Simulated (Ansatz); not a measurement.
**Be chain started as a zigzag: one chain at several levels of theory**

Wanted: the relaxed geometry and the open channels of the Be chain started as a zigzag, by several methods.

Main program and level: Ansatz 0.2.0; DFT PBE, plane waves, PAW; relaxation of a chain's period, in the first sound run; inputs show where later runs differ.

This is a report of a sequence of runs, with most program output left out.

**1. Set-up**

The cell holds 2 atoms: 2 Be. Its edges and angles: a = 9.000 Å, b = 7.500 Å, c = 3.221 Å, α = 90.0°, β = 90.0°, γ = 90.0°. Vacuum lies along a and b. The structure's axis is c.

**2. Relaxation of atoms and period, level PBE, cutoff 420 eV**

Band widths follow the bond lengths, so the chain is relaxed first. The atoms and the third cell vector are free; the box across stays fixed as vacuum. Moments are seeded so that a magnetic state can form if it lies lower. A Fermi-Dirac smearing is set since the result may be a metal. The pressure printed is a third of the stress's trace over the whole box, vacuum included; only the stress along the axis is relaxed.

File input.yaml:

```yaml
crystal:
  lattice:
    - [9.0, 0.0, 0.0]
    - [0.0, 7.5, 0.0]
    - [0.0, 0.0, 3.2209928187]
  atoms:
    - { symbol: Be, position: [0.452426882, 0.5, 0.0], spin: 0.5 }
    - { symbol: Be, position: [0.547573118, 0.5, 0.5], spin: 0.5 }
magnetization:
  spin_polarized: true
kpoints:
  mp_grid: { grid: [1, 1, 25] }
scf:
  occupations: { method: fermi_dirac, width: 0.05 }
hamiltonian:
  xc: pbe
relax:
  cell: { fix: [a, b, alpha, beta, gamma] }
  max_steps: 60
```

On the command line:

```bash
$ ansatz run input.yaml --threads 4 --pin off --max-ram 8192MiB --backend cpu --events-out ev --progress --plain --runs-dir out
```

Run time: 12 s. Hardware: 4 threads of Arm Neoverse V2, shared host; peak memory 0.42 GiB; 44 s of CPU time.

Step by step:

```csv
step,energy less that of the first step (eV),largest force component (eV/Å),pressure (GPa),volume (Å³)
1,0.0000,2.0511,1.16,217.42
2,-0.3867,1.0992,-0.04,213.44
3,-0.6505,0.8327,-0.53,203.99
4,-0.9759,0.2272,-1.55,193.38
5,-1.2438,0.4980,-1.81,182.51
6,-1.5398,0.4200,-1.65,171.79
7,-1.8030,0.2277,-1.21,161.20
8,-1.9649,0.2630,-0.55,150.33
9,-1.9887,0.1380,0.13,146.41
10,-1.9906,0.0040,0.08,145.78
11*,-1.9903,0.0041,0.08,145.78
```

Relaxation steps marked * repeat the geometry before them on a plane-wave basis chosen anew for their cell, so energy and pressure can jump there.

Forces are held to the 8 operations that the run works with; a distortion that breaks them can't arise in this run.

```csv
cell as run,before,after,change
c (Å),3.221,2.160,-32.9 %
```

The atoms that moved most (Å, along periodic axes as changes of fractional coordinates times the final cell, across vacuum about the mean position):

```csv
atom,dx,dy,dz,length
Be1,-0.449,0.000,0.000,0.449
Be2,0.449,0.000,0.000,0.449
```

Final coordinates:

```cif
data_structure
_symmetry_space_group_name_H-M 'P 1'
_symmetry_Int_Tables_number 1
_cell_length_a 9.0000
_cell_length_b 7.5000
_cell_length_c 2.1597
_cell_angle_alpha 90.000
_cell_angle_beta 90.000
_cell_angle_gamma 90.000
_cell_volume 145.78
loop_
_atom_site_label
_atom_site_type_symbol
_atom_site_fract_x
_atom_site_fract_y
_atom_site_fract_z
_atom_site_occupancy
Be1 Be 0.40252 0.50000 0.00000 1
Be2 Be 0.59748 0.50000 0.50000 1
```

This step gave:

```
energy at zero smearing    : -181.8967 eV
cell length along the wire : 2.160 Å
```

The cell's length comes to 2.160 Å with no moment. That is -33 % against the start, more than a small adjustment.

**3. The wire at its relaxed period, level PBE, k-mesh 1×1×38**

This step: DFT PBE, plane waves, PAW; channels and complex bands of a perfect chain (Ansatz 0.2.0).

At the relaxed period the Bloch states of the perfect chain are found at each energy: those that move forward count the open channels, and those that decay describe how a disturbance dies away inside the wire itself. An energy step of 0.035 eV is under the 0.039 eV that the program asks for its thermal average at 300 K.

File input.yaml:

```yaml
crystal:
  lattice:
    - [9.0, 0.0, 0.0]
    - [0.0, 7.5, 0.0]
    - [0.0, 0.0, 2.1597134297]
  atoms:
    - { symbol: Be, position: [0.402522054, 0.5, 0.0] }
    - { symbol: Be, position: [0.597477946, 0.5, 0.5] }
kpoints:
  mp_grid: { grid: [1, 1, 38] }
  band_path: { path: ["Γ", Z], npoints: 60 }
scf:
  occupations: { method: fermi_dirac, width: 0.05 }
hamiltonian:
  xc: pbe
output:
  transmission:
    e_range: [-2, 2]
    de: 0.035
    kmesh: [1, 1]
    reduced_basis: true
    leads: [[0, 0]]
  dos: { projected: true, e_range: [-6, 4] }
  write_potential: true
  write_density: true
  volumetric_format: npy
  elf: true
```

Elapsed: 9.4 s, on 4 threads; peak memory 0.49 GiB.

Numbers from this step:

- energy at zero smearing: -181.8983 eV
- channels at the energy nearest the Fermi level, one spin: 3
- conductance of the lead as this run defines it: 3.000 G₀
- band gap: 0 eV

Open channels of the lead, one spin against energy, zero at the Fermi level:

```csv
energy (eV),"open channels of the lead, one spin"
-2.000,1
-1.895,1
-1.790,1
-1.685,2
-1.615,2
-1.510,2
-1.405,2
-1.300,2
-1.195,2
-1.090,2
-0.985,2
-0.915,2
-0.810,2
-0.705,2
-0.600,2
-0.495,2
-0.390,3
-0.285,3
-0.215,3
-0.110,3
-0.005,3
0.100,3
0.205,3
0.310,1
0.415,2
0.485,2
0.590,2
0.695,2
0.800,2
0.905,2
1.010,2
1.115,2
1.185,2
1.290,2
1.395,2
1.500,2
1.605,2
1.710,2
1.815,2
1.885,2
```

The slowest values at each energy, most degenerate partners merged, listed up to 1.5 1/Å. The Im kz of the slowest decaying states by energy, zero at the Fermi level:

```csv
energy (eV),decay 1 (Å⁻¹),decay 2 (Å⁻¹),decay 3 (Å⁻¹),decay 4 (Å⁻¹)
-2.000,0.339,0.643,0.801,1.18
-1.790,0.192,0.597,0.765,1.16
-1.615,0.557,0.734,1.14,1.24
-1.405,0.503,0.694,1.11,1.22
-1.195,0.444,0.652,1.09,1.20
-0.985,0.374,0.607,1.06,1.17
-0.810,0.305,0.567,1.04,1.15
-0.600,0.191,0.515,1.01,1.13
-0.390,0.457,0.984,1.10,1.19
-0.215,0.402,0.959,1.08,1.17
-0.005,0.323,0.930,1.05,1.14
0.205,0.219,0.899,1.02,1.12
0.415,0.134,0.867,0.995,1.09
0.590,0.187,0.839,0.971,1.07
0.800,0.229,0.805,0.941,1.05
1.010,0.260,0.769,0.910,1.02
1.185,0.280,0.738,0.884,0.995
1.395,0.299,0.698,0.851,0.967
1.605,0.314,0.657,0.816,0.938
1.815,0.325,0.612,0.780,0.908
```

Electronic bands along the path, in eV, zero at the Fermi level:

```csv
point,band 1,band 2,band 3,band 4,band 5,band 6
Γ,-5.70,-1.69,-0.47,0.38,3.19,4.03
halfway,-4.36,-0.45,1.48,2.33,5.09,5.93
Z,-0.86,-0.86,6.05,6.05,6.90,6.90
```

Electrostatic potential energy in the ca plane at fractional y = 0.500, with atoms of Be within 0.2 Å of it. With pseudopotentials it is smooth inside the atoms' cores, unlike the true potential.

Ten even steps from '_' (-47 eV) to '@' (1 eV), each cell a mean:
```
@@@@@@@@@@@@@@@@@@@@@@
@@@@@@@@@@@@@@@@@@@@@@
@@@@@@@@@@@@@@@@@@@@@@
@@@@@@@@@@@@@@@@@@@@@@
@@@@@@@@@@@@@@@@@@@@@@
@@@@@@@@@@@@@@@@@@@@@@
@@@@@@@@@@%%%%@@@@@@@@
@@@@%%%%##****##%%%%@@
%%%%##==::____::==##%%
%%%%**--________--**%%
%%%%##++--::::--++##%%
%%%%%%%%########%%%%%%
==++**##%%%%%%%%##**++
____::++%%%%%%%%++::__
____::++##%%%%##++::__
--==++##%%@@@@%%##++==
%%%%%%@@@@@@@@@@@@%%%%
@@@@@@@@@@@@@@@@@@@@@@
@@@@@@@@@@@@@@@@@@@@@@
@@@@@@@@@@@@@@@@@@@@@@
@@@@@@@@@@@@@@@@@@@@@@
@@@@@@@@@@@@@@@@@@@@@@
@@@@@@@@@@@@@@@@@@@@@@
@@@@@@@@@@@@@@@@@@@@@@
```
Columns run along c (2.2 Å; values clipped at the 3rd and 97th percentile), rows up along a (9.0 Å). Atoms in or near the plane, at fractional coordinates: Be at (0.00, 0.40), Be at (0.50, 0.60).

ELF in the ca plane at fractional y = 0.500, with atoms of Be within 0.2 Å of it. It is the smooth field of the valence electrons, not physical close to the nuclei.

Ten even steps from '_' (0.00) to '@' (0.98), each cell a mean:
```
______________________
______________________
______________________
::::::............::::
++++==----::::----==++
######**++====++**####
@@@@%%##++====++##%%@@
@@@@@@##==::::==##@@@@
@@@@@@**..____..**@@@@
@@@@@@++________++@@@@
@@@@%%**::....::**%%@@
%%%%######****######%%
--==**##%%%%%%%%##**==
____--##@@@@@@@@##--__
____--%%@@@@@@@@%%--__
__..++%%@@@@@@@@%%++..
--==**%%@@@@@@@@%%**==
==++**##%%%%%%%%##**++
----==++********++==--
::::::::--------::::::
______............____
______________________
______________________
______________________
```
Columns run along c (2.2 Å), rows up along a (9.0 Å). Atoms in or near the plane, at fractional coordinates: Be at (0.00, 0.40), Be at (0.50, 0.60).

Valence density in the ca plane at fractional y = 0.500, with atoms of Be within 0.2 Å of it. It is the smooth field of the valence electrons, not physical close to the nuclei.

Values in e/Å³, 24 rows by 11 columns, each cell a mean:
```
0.00 0.00 0.00 0.00 0.00 0.00 0.00 0.00 0.00 0.00 0.00
0.00 0.00 0.00 0.00 0.00 0.00 0.00 0.00 0.00 0.00 0.00
0.00 0.00 0.00 0.00 0.00 0.00 0.00 0.00 0.00 0.00 0.00
0.01 0.01 0.01 0.01 0.01 0.01 0.01 0.01 0.01 0.01 0.01
0.02 0.01 0.01 0.01 0.01 0.01 0.01 0.01 0.01 0.01 0.01
0.04 0.04 0.04 0.04 0.04 0.04 0.04 0.04 0.04 0.04 0.04
0.09 0.09 0.09 0.08 0.08 0.08 0.08 0.08 0.08 0.09 0.09
0.18 0.18 0.17 0.16 0.14 0.13 0.13 0.14 0.16 0.17 0.18
0.30 0.30 0.29 0.25 0.17 0.11 0.11 0.17 0.25 0.29 0.30
0.36 0.36 0.35 0.29 0.18 0.08 0.08 0.18 0.29 0.35 0.36
0.36 0.36 0.36 0.32 0.26 0.20 0.20 0.26 0.32 0.36 0.36
0.33 0.34 0.34 0.33 0.32 0.31 0.31 0.32 0.33 0.34 0.34
0.26 0.28 0.32 0.34 0.35 0.35 0.35 0.35 0.34 0.32 0.28
0.11 0.16 0.26 0.34 0.37 0.37 0.37 0.37 0.34 0.26 0.16
0.07 0.12 0.22 0.30 0.33 0.34 0.34 0.33 0.30 0.22 0.12
0.12 0.14 0.19 0.22 0.23 0.24 0.24 0.23 0.22 0.19 0.14
0.10 0.11 0.11 0.12 0.12 0.13 0.13 0.12 0.12 0.11 0.11
0.05 0.05 0.05 0.06 0.06 0.06 0.06 0.06 0.06 0.05 0.05
0.02 0.02 0.02 0.02 0.02 0.02 0.02 0.02 0.02 0.02 0.02
0.01 0.01 0.01 0.01 0.01 0.01 0.01 0.01 0.01 0.01 0.01
0.00 0.00 0.00 0.00 0.00 0.00 0.00 0.00 0.00 0.00 0.00
0.00 0.00 0.00 0.00 0.00 0.00 0.00 0.00 0.00 0.00 0.00
0.00 0.00 0.00 0.00 0.00 0.00 0.00 0.00 0.00 0.00 0.00
0.00 0.00 0.00 0.00 0.00 0.00 0.00 0.00 0.00 0.00 0.00
```
Columns run along c (2.2 Å), rows up along a (9.0 Å). Atoms in or near the plane, at fractional coordinates: Be at (0.00, 0.40), Be at (0.50, 0.60).

By hand: the program gives 3.4435 × 10^14 S/m² over the cell's cross-section of 67.50 Å² = 6.750 × 10^-19 m², so one cell conducts 2.324 × 10^-4 S. Divided by G0 = 2e²/h = 7.748 × 10^-5 S this is 3.00 G0, a resistance of 4.30 kΩ.

At the computed energy nearest the Fermi level there are 3 channels a spin, and the thermal average gives 3.00 G₀.

**4. Relaxing the period**

This step: DFT PBEsol, plane waves, PAW; relaxation of a chain's period (Ansatz 0.2.0).

The relaxation is repeated under another functional. PBEsol weakens PBE's gradient terms and usually lands between LDA and PBE.

File input.yaml:

```yaml
crystal:
  lattice:
    - [9.0, 0.0, 0.0]
    - [0.0, 7.5, 0.0]
    - [0.0, 0.0, 3.2209928187]
  atoms:
    - { symbol: Be, position: [0.452426882, 0.5, 0.0], spin: 0.5 }
    - { symbol: Be, position: [0.547573118, 0.5, 0.5], spin: 0.5 }
magnetization:
  spin_polarized: true
kpoints:
  mp_grid: { grid: [1, 1, 25] }
scf:
  occupations: { method: fermi_dirac, width: 0.05 }
hamiltonian:
  xc: pbesol
relax:
  cell: { fix: [a, b, alpha, beta, gamma] }
  max_steps: 60
```

Elapsed: 12 s, on 4 threads; peak memory 0.42 GiB.

The steps of the relaxation:

```csv
step,energy less that of the first step (eV),largest force component (eV/Å),pressure (GPa),volume (Å³)
1,0.0000,2.1210,1.15,217.42
2,-0.4258,1.1234,-0.10,212.65
3,-0.7964,0.0377,-1.30,202.03
4,-1.0557,0.3816,-1.71,191.41
5,-1.3469,0.3834,-1.73,180.85
6,-1.6465,0.1997,-1.44,170.11
7,-1.8944,0.0270,-0.99,159.51
8,-2.0370,0.0304,-0.24,148.75
9,-2.0456,0.0088,0.03,146.10
10,-1.3845,4.0581,2.76,147.43
11,-2.0458,0.0030,0.08,145.64
12*,-2.0456,0.0030,0.08,145.64
```

Relaxation steps marked * repeat the geometry before them on a plane-wave basis chosen anew for their cell, so energy and pressure can jump there. Relaxation step 10 was tried and not accepted.

The run keeps the 8 symmetry operations that it works with, so distortions that break them were not tested.

```csv
cell as run,before,after,change
c (Å),3.221,2.158,-33.0 %
```

The atoms that moved most (Å, along periodic axes as changes of fractional coordinates times the final cell, across vacuum about the mean position):

```csv
atom,dx,dy,dz,length
Be1,-0.447,0.000,0.000,0.447
Be2,0.447,0.000,0.000,0.447
```

Final coordinates:

```
Be
1.0
     9.00000    0.00000    0.00000
     0.00000    7.50000    0.00000
     0.00000    0.00000    2.15757
Be
2
Direct
  0.40271 0.50000 0.00000
  0.59729 0.50000 0.50000
```

The cell's length comes to 2.158 Å, -0.1 % against the first run, with no moment. That is -33 % against the start, more than a small adjustment.

The cell shrank by 33.0 % in its periodic edges. First to last step the energy falls by 2.046 eV, across changes of basis; the largest move, 0.45 Å, is that of Be1 and 1 other atom alike.

**5. The perfect wire, level PBEsol, k-mesh 1×1×38**

This step: DFT PBEsol, plane waves, PAW; channels and complex bands of a perfect chain (Ansatz 0.2.0).

The channels are counted again under PBEsol, at the period that it gave.

File input.yaml:

```yaml
crystal:
  lattice:
    - [9.0, 0.0, 0.0]
    - [0.0, 7.5, 0.0]
    - [0.0, 0.0, 2.1575652179]
  atoms:
    - { symbol: Be, position: [0.40271488, 0.5, 0.0] }
    - { symbol: Be, position: [0.59728512, 0.5, 0.5] }
kpoints:
  mp_grid: { grid: [1, 1, 38] }
  band_path: { path: ["Γ", Z], npoints: 60 }
scf:
  occupations: { method: fermi_dirac, width: 0.05 }
hamiltonian:
  xc: pbesol
output:
  transmission:
    e_range: [-2, 2]
    de: 0.035
    kmesh: [1, 1]
    reduced_basis: true
    leads: [[0, 0]]
  dos: { projected: true, e_range: [-6, 4] }
```

It took 10 s on 4 threads; peak memory 0.47 GiB; 31 s of CPU time.

The open channels of the lead, one spin by energy, zero at the Fermi level:

```csv
energy (eV),"open channels of the lead, one spin"
-2.000,1
-1.895,1
-1.790,1
-1.685,1
-1.615,2
-1.510,2
-1.405,2
-1.300,2
-1.195,2
-1.090,2
-0.985,2
-0.915,2
-0.810,2
-0.705,2
-0.600,2
-0.495,3
-0.390,3
-0.285,3
-0.215,3
-0.110,3
-0.005,3
0.100,3
0.205,3
0.310,1
0.415,2
0.485,2
0.590,2
0.695,2
0.800,2
0.905,2
1.010,2
1.115,2
1.185,2
1.290,2
1.395,2
1.500,2
1.605,2
1.710,2
1.815,2
1.885,2
```

At the computed energy nearest the Fermi level there are 3 channels a spin, and the thermal average gives 3.00 G₀.

**6. The relaxed wire**

This step: DFT RPBE, plane waves, PAW; relaxation of a chain's period (Ansatz 0.2.0).

The relaxation is repeated under another functional. RPBE strengthens the exchange enhancement and tends to longer, weaker bonds than PBE.

File input.yaml:

```yaml
crystal:
  lattice:
    - [9.0, 0.0, 0.0]
    - [0.0, 7.5, 0.0]
    - [0.0, 0.0, 3.2209928187]
  atoms:
    - { symbol: Be, position: [0.452426882, 0.5, 0.0], spin: 0.5 }
    - { symbol: Be, position: [0.547573118, 0.5, 0.5], spin: 0.5 }
magnetization:
  spin_polarized: true
kpoints:
  mp_grid: { grid: [1, 1, 25] }
scf:
  occupations: { method: fermi_dirac, width: 0.05 }
hamiltonian:
  xc: rpbe
relax:
  cell: { fix: [a, b, alpha, beta, gamma] }
  max_steps: 60
```

The job ended after 13 s (4 threads; peak memory 0.42 GiB; 49 s of CPU time).

Relaxation path:

```csv
step,energy less that of the first step (eV),largest force component (eV/Å),pressure (GPa),volume (Å³)
1,0.0000,2.1327,1.27,217.42
2,-0.3998,1.1383,0.05,214.24
3,-0.7698,0.0662,-1.25,203.39
4,-1.0030,0.3968,-1.65,193.02
5,-1.2825,0.3912,-1.68,182.47
6,-1.5535,0.4012,-1.58,171.92
7,-1.7966,0.2547,-1.11,161.33
8,-1.9484,0.0929,-0.34,150.71
9,-1.9145,0.8166,0.73,146.68
10,-1.9587,0.0565,-0.13,148.69
11,-1.9616,0.0004,0.07,147.15
12*,-1.9612,0.0005,0.07,147.15
```

Relaxation steps marked * repeat the geometry before them on a plane-wave basis chosen anew for their cell, so energy and pressure can jump there. Relaxation step 9 was tried and not accepted.

The run keeps the 8 symmetry operations that it works with, so distortions that break them were not tested.

```csv
cell as run,before,after,change
c (Å),3.221,2.180,-32.3 %
```

The atoms that moved most (Å, along periodic axes as changes of fractional coordinates times the final cell, across vacuum about the mean position):

```csv
atom,dx,dy,dz,length
Be1,-0.458,0.000,0.000,0.458
Be2,0.458,0.000,0.000,0.458
```

Final coordinates:

```xyz
2
Lattice="9.0000 0.0000 0.0000 0.0000 7.5000 0.0000 0.0000 0.0000 2.1800" Properties=species:S:1:pos:R:3
Be    3.6140    3.7500    0.0000
Be    5.3860    3.7500    1.0900
```

The cell's length comes to 2.180 Å, +0.9 % against the first run, with no moment. That is -32 % against the start, more than a small adjustment.

The cell shrank by 32.3 % in its periodic edges. First to last step the energy falls by 1.961 eV, across changes of basis; the largest move, 0.46 Å, is that of Be1 and 1 other atom alike.

**7. The wire at its relaxed period, level RPBE, k-mesh 1×1×37**

This step: DFT RPBE, plane waves, PAW; channels and complex bands of a perfect chain (Ansatz 0.2.0).

The channels are counted again under RPBE, at the period that it gave.

File input.yaml:

```yaml
crystal:
  lattice:
    - [9.0, 0.0, 0.0]
    - [0.0, 7.5, 0.0]
    - [0.0, 0.0, 2.1799714761]
  atoms:
    - { symbol: Be, position: [0.401553966, 0.5, 0.0] }
    - { symbol: Be, position: [0.598446034, 0.5, 0.5] }
kpoints:
  mp_grid: { grid: [1, 1, 37] }
  band_path: { path: ["Γ", Z], npoints: 60 }
scf:
  occupations: { method: fermi_dirac, width: 0.05 }
hamiltonian:
  xc: rpbe
output:
  transmission:
    e_range: [-2, 2]
    de: 0.035
    kmesh: [1, 1]
    reduced_basis: true
    leads: [[0, 0]]
  dos: { projected: true, e_range: [-6, 4] }
```

The job ended after 10 s (4 threads; peak memory 0.47 GiB; 31 s of CPU time).

At the computed energy nearest the Fermi level there are 3 channels a spin, and the thermal average gives 3.00 G₀.

**8. Relaxing the period**

This step: DFT LDA, plane waves, PAW; relaxation of a chain's period (Ansatz 0.2.0).

The relaxation is repeated under another functional. LDA has no gradient terms and tends to overbind, so it marks the short end of the likely bond lengths.

File input.yaml:

```yaml
crystal:
  lattice:
    - [9.0, 0.0, 0.0]
    - [0.0, 7.5, 0.0]
    - [0.0, 0.0, 3.2209928187]
  atoms:
    - { symbol: Be, position: [0.452426882, 0.5, 0.0], spin: 0.5 }
    - { symbol: Be, position: [0.547573118, 0.5, 0.5], spin: 0.5 }
magnetization:
  spin_polarized: true
kpoints:
  mp_grid: { grid: [1, 1, 25] }
scf:
  occupations: { method: fermi_dirac, width: 0.05 }
hamiltonian:
  xc: lda
relax:
  cell: { fix: [a, b, alpha, beta, gamma] }
  max_steps: 60
```

Run time: 9.1 s. Hardware: 4 threads; peak memory 0.39 GiB.

Step by step:

```csv
step,energy less that of the first step (eV),largest force component (eV/Å),pressure (GPa),volume (Å³)
1,0.0000,1.9966,1.00,217.42
2,-0.4030,1.0623,-0.18,211.82
3,-0.7586,0.0635,-1.35,201.20
4,-1.0226,0.3994,-1.76,190.57
5,-1.2930,0.6258,-1.98,179.96
6,-1.6076,0.4918,-1.77,169.51
7,-1.8907,0.1621,-1.17,158.92
8,-2.0504,0.0212,-0.33,148.51
9,-2.0679,0.0270,0.08,144.08
10,-2.0680,0.0001,0.08,144.21
11*,-2.0678,0.0002,0.08,144.21
```

Relaxation steps marked * repeat the geometry before them on a plane-wave basis chosen anew for their cell, so energy and pressure can jump there.

The run keeps the 8 symmetry operations that it works with, so distortions that break them were not tested.

```csv
cell as run,before,after,change
c (Å),3.221,2.136,-33.7 %
```

The atoms that moved most (Å, along periodic axes as changes of fractional coordinates times the final cell, across vacuum about the mean position):

```csv
atom,dx,dy,dz,length
Be1,-0.435,0.000,0.000,0.435
Be2,0.435,0.000,0.000,0.435
```

The relaxed structure:

```xyz
2
Lattice="9.0000 0.0000 0.0000 0.0000 7.5000 0.0000 0.0000 0.0000 2.1364" Properties=species:S:1:pos:R:3
Be    3.6373    3.7500    0.0000
Be    5.3627    3.7500    1.0682
```

The cell's length comes to 2.136 Å, -1.1 % against the first run, with no moment. That is -34 % against the start, more than a small adjustment.

The cell shrank by 33.7 % in its periodic edges. From the first step to the last the energy fell by 2.068 eV, across changes of basis, and the largest move was 0.43 Å (Be1 and 1 other atom alike).

(Continued in part 2 of 2.)

[Logs are printed without paths, hosts, clocks, repeated set-up lines and the standing remarks that a program may print on its own settings, such as how far it seeks lower states.]

[Hosts, paths, dates, database ids (printed as entryN), source tags and the programs' standing remarks are cut or masked in the printed files.]
